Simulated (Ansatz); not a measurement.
# Phonons of La2O3 (P-3m1) against volume, part 4 of 4

Wanted: Grüneisen parameters and pressure coefficients of the modes of La2O3 (P-3m1).

Ansatz 0.2.0; DFT PBE, scalar-relativistic, plane waves, PAW; PAW set soft_1.

So far, pressure (GPa): step 2 (bringing the structure to rest) 0.00301; step 3 (tight relaxation) 0.00302; step 5 (a member of the series: 1.06 times the volume at rest) -5.67; step 7 (a member of the series: 0.9 times the volume at rest) 13.9.

### Step 8. Zone-centre modes of the member: 0.9 times the volume at rest

The zone-centre modes follow for 0.9 times the volume at rest, with the response to a field.

input.yaml

```yaml
crystal:
  lattice:
    - [3.8727499228, 0.0, 0.0]
    - [-1.9363749614, 3.3538998157, 0.0]
    - [0.0, 0.0, 5.7658707799]
  atoms:
    - { symbol: O, position: [0.6666666667, 0.3333333333, 0.349097453] }
    - { symbol: O, position: [0.3333333333, 0.6666666667, 0.650902547] }
    - { symbol: O, position: [0.0, 0.0, 0.0] }
    - { symbol: La, position: [0.6666666667, 0.3333333333, 0.7609407453] }
    - { symbol: La, position: [0.3333333333, 0.6666666667, 0.2390592547] }
kpoints:
  mp_grid: { grid: [9, 9, 4] }
hamiltonian:
  xc: pbe
  pseudopotentials: { kind: paw, azcp: { folder: soft_1 } }
scf:
  occupations: { method: fixed }
output:
  eigenvalues: true
phonons:
  method: dfpt
  dielectric: true
  rigid_motions: translations
```

The run is started by

```sh
$ ansatz run input.yaml --threads 4 --pin off --max-ram 16384MiB --backend cpu --events-out ev --progress --plain --runs-dir out
```

Numbers of over 12 decimals in the logs are rounded to 6 here.

The program printed:

```text
[...]
Crystal: 5 atoms, lattice volume = 74.892 Å³
Basis set: ecut = 420 eV, 1519 PW (Γ), exchange–correlation on 54×54×80 points (8 copies of the dense FFT grid, shifted against one another)
Bands: 25, of which v1, the nominal top of the filled ones, is band 20 counted from 1 (19 counted from 0)
Symmetry: 12 space group operations
k-points: 95 of 324 (irreducible under 2 space group operations, time reversal used)
[...]
ω (cm⁻¹)  modes    IR ((D/Å)²/amu)
[...]
optical modes at Γ + LO–TO along q̂ = [0.0000, 1.0000, 0.0000]:
      ω (cm⁻¹)  modes    IR ((D/Å)²/amu)
[...]
optical modes at Γ + LO–TO along q̂ = [0.0000, 0.0000, 1.0000]:
      ω (cm⁻¹)  modes    IR ((D/Å)²/amu)
[...]
408.98      1             0.0000
        425.47      1             7.0185
        427.16      2             0.0000
        541.07      1            27.9092
[key lines of the parts left out:]
SCF converged after 11 iterations
Free energy (F): -14212.164884 eV
Fermi energy:    10.905241 eV
```

Run time: 49 s. Hardware: 4 threads of Intel Xeon 6975P-C (Granite Rapids), shared host; peak memory 1.3 GiB; 3 min of CPU time.

Numbers from this step:

```yaml
sum_rule_residual_before_enforcement: 2.95e-4 eV/Å²
miss_of_the_charge_sum_rule: 0.001895 e
estimated_error_of_the_dielectric_tensor: 0.01289
estimated_error_of_the_born_charges: 0.01481 e
highest_optical_mode_at_the_zone_centre_no_lo_to_term: 465.8 cm⁻¹
lowest_optical_zone_centre_mode: 115.9 cm⁻¹
mean_high_frequency_dielectric_constant: 4.949
largest_born_charge_third_of_the_trace: 4.180 e
mean_static_dielectric_constant: 20.64
top_of_the_zone_centre_spectrum_with_the_field: 586.3 cm⁻¹
```

Without the LO-TO term. Patterns of degenerate modes are one choice out of their space. Modes at Γ, with each element's share of the kinetic energy:

| mode | frequency (cm⁻¹) | symmetry | O % | La % |
| --- | --- | --- | --- | --- |
| 1 | 0.0 | acoustic | 15 | 85 |
| 2 | 0.0 | acoustic | 15 | 85 |
| 3 | 0.0 | acoustic | 15 | 85 |
| 4 | 115.9 | Eg | 3 | 97 |
| 5 | 115.9 | Eg | 3 | 97 |
| 6 | 214.8 | A1g | 2 | 98 |
| 7 | 234.8 | A2u | 86 | 14 |
| 8 | 252.8 | Eu | 90 | 10 |
| 9 | 252.8 | Eu | 90 | 10 |
| 10 | 400.7 | Eu | 95 | 5 |
| 11 | 400.7 | Eu | 95 | 5 |
| 12 | 409.0 | A1g | 98 | 2 |
| 13 | 427.2 | Eg | 97 | 3 |
| 14 | 427.2 | Eg | 97 | 3 |
| 15 | 465.8 | A2u | 99 | 1 |

Transverse modes. Lines of the infrared spectrum (strongest = 100):

| position (cm⁻¹) | label | relative intensity |
| --- | --- | --- |
| 116 | Eg | 0.0 |
| 215 | A1g | 0.0 |
| 235 | A2u | 56 |
| 253 | Eu | 100 |
| 401 | Eu | 46 |
| 409 | A1g | 0.0 |
| 427 | Eg | 0.0 |
| 466 | A2u | 5.1 |

Without the LO-TO term the lowest optical mode is real, 116 cm⁻¹, and the highest lies at 465.8 cm⁻¹.

### Step 9. All members side by side

The members are set side by side, also those not shown above.

Each row is one cell with its response, relaxed at fixed volume as far as symmetry leaves anything free; energies are extrapolated to zero smearing, and E0 is that at rest; the axis is the Cartesian z axis of the cell; shape and atoms are relaxed in each cell where symmetry leaves them free. State of the crystal along the series:

| volume ratio | V (Å³/atom) | pressure (GPa) | E - E0 (meV/atom) | first cell vector (Å) | third cell vector (Å) | gap on mesh (eV) | ε∞ along the axis | ε∞ across the axis, mean | ε0 along the axis | ε0 across the axis, mean | largest Born charge in size, a third of the trace (e) | top mode with the field, highest of q along x, y and z (cm⁻¹) |
| --- | --- | --- | --- | --- | --- | --- | --- | --- | --- | --- | --- | --- |
| 0.9 | 14.98 | 13.86 | 66.48 | 3.873 | 5.766 | 3.872 | 4.932 | 4.958 | 21.86 | 20.03 | 4.18 | 586.3 |
| 0.92 | 15.31 | 10.55 | 41.16 | 3.885 | 5.858 | 3.886 | 4.873 | 4.918 | 22.96 | 21.26 | 4.157 | 576.1 |
| 0.94 | 15.64 | 7.538 | 22.42 | 3.897 | 5.947 | 3.893 | 4.819 | 4.885 | 24.33 | 22.8 | 4.135 | 566.1 |
| 0.96 | 15.98 | 4.792 | 9.671 | 3.911 | 6.031 | 3.892 | 4.769 | 4.856 | 26.05 | 24.75 | 4.115 | 556.2 |
| 0.98 | 16.31 | 2.285 | 2.364 | 3.925 | 6.111 | 3.884 | 4.725 | 4.831 | 28.23 | 27.25 | 4.097 | 546.4 |
| 0.99 | 16.48 | 1.115 | 0.5994 | 3.933 | 6.15 | 3.874 | 4.706 | 4.821 | 29.55 | 28.78 | 4.089 | 541.6 |
| 1 | 16.64 | 0.003019 | 0 | 3.941 | 6.188 | 3.864 | 4.687 | 4.811 | 31.04 | 30.55 | 4.081 | 536.8 |
| 1.02 | 16.98 | -2.07 | 2.185 | 3.956 | 6.262 | 3.844 | 4.654 | 4.793 | 34.73 | 35.07 | 4.066 | 527.4 |
| 1.04 | 17.31 | -3.955 | 8.473 | 3.972 | 6.333 | 3.821 | 4.625 | 4.778 | 39.76 | 41.62 | 4.052 | 518.2 |
| 1.06 | 17.64 | -5.666 | 18.49 | 3.989 | 6.402 | 3.794 | 4.601 | 4.765 | 46.98 | 51.91 | 4.04 | 509.1 |

Without the LO-TO term; each mode is tracked from rest by its pattern, and modes that stay within 0.3 cm⁻¹ of each other stand once; shape and atoms are relaxed in each cell where symmetry leaves them free. Optical modes along the series:

| V (Å³/atom) | mode 4 Eg (cm⁻¹) | mode 6 Eu (cm⁻¹) | mode 8 A2u (cm⁻¹) | mode 9 A1g (cm⁻¹) | mode 10 Eu (cm⁻¹) | mode 12 Eg (cm⁻¹) | mode 14 A1g (cm⁻¹) | mode 15 A2u (cm⁻¹) |
| --- | --- | --- | --- | --- | --- | --- | --- | --- |
| 14.98 | 115.9 | 252.8 | 234.8 | 214.8 | 400.7 | 427.2 | 409 | 465.8 |
| 15.31 | 112 | 234.8 | 223.2 | 208 | 388.6 | 417.7 | 403.1 | 458 |
| 15.64 | 108.2 | 216.9 | 211.3 | 201.1 | 376.9 | 408.1 | 397.4 | 450 |
| 15.98 | 104.5 | 199.3 | 199 | 194.2 | 365.5 | 398.5 | 391.8 | 441.9 |
| 16.31 | 100.9 | 181.9 | 186.3 | 187.4 | 354.5 | 388.8 | 386.3 | 433.8 |
| 16.48 | 99.18 | 173.2 | 179.9 | 184 | 349.1 | 383.9 | 383.6 | 429.8 |
| 16.64 | 97.46 | 164.6 | 173.3 | 180.6 | 343.8 | 379 | 381 | 425.8 |
| 16.98 | 94.1 | 147.2 | 159.8 | 173.8 | 333.4 | 369.4 | 375.8 | 417.8 |
| 17.31 | 90.82 | 129.5 | 145.7 | 167 | 323.1 | 359.8 | 370.8 | 410 |
| 17.64 | 87.62 | 111.1 | 130.8 | 160.3 | 313.1 | 350.3 | 365.8 | 402.3 |

From cubic fits (parabolas where under five rows exist) of ln ω and P against ln V through the rows within about 4 % of rest: γ = −d ln ω / d ln V and dω/dP = γ ω / B. Slopes at rest:

| mode | fitted frequency at rest (cm⁻¹) | Grüneisen parameter γ | dω/dP (cm⁻¹/GPa) |
| --- | --- | --- | --- |
| mode 4 Eg | 97.5 | 1.75 | 1.57 |
| mode 6 Eu | 164.6 | 5.27 | 7.97 |
| mode 8 A2u | 173.3 | 3.83 | 6.11 |
| mode 9 A1g | 180.5 | 1.89 | 3.13 |
| mode 10 Eu | 343.8 | 1.54 | 4.86 |
| mode 12 Eg | 379 | 1.28 | 4.45 |
| mode 14 A1g | 381 | 0.69 | 2.42 |
| mode 15 A2u | 425.8 | 0.94 | 3.68 |

### Step 10. Summary of results

| Property | Result |
| --- | --- |
| members | 10 |
| highest optical mode at the zone centre (no LO-TO term), at rest | 425.8 cm⁻¹ |
| bulk modulus at rest | 109 GPa |
| mode 10 Eu, γ | 1.54 |
| mode 12 Eg, γ | 1.28 |
| mode 14 A1g, γ | 0.69 |
| mode 15 A2u, γ | 0.94 |

The series spans -5.7 to 13.9 GPa, and the slope at rest gives a bulk modulus of 109 GPa. Among the modes in the table of slopes γ runs from 0.69 (mode 14 A1g) to 5.27 (mode 6 Eu). ε∞ along z is 4.69 at rest, with d ln ε∞ / d ln V = -0.38. One k mesh and one cutoff serve the ground states and modes of all volumes; the field response picks its own mesh. These are harmonic frequencies at zero temperature: anharmonic shifts, linewidths and thermal expansion are left out. Spin-orbit coupling is left out, which can matter for the heavy elements here. Only the zone centre was solved, so an instability at another wavevector cannot show here.

[Logs are printed without paths, hosts, clocks, repeated set-up lines and the standing remarks that a program may print on its own settings, such as how far it seeks lower states.]

[Hosts, paths, dates, database ids (printed as entryN), source tags and the programs' standing remarks are cut or masked in the printed files.]
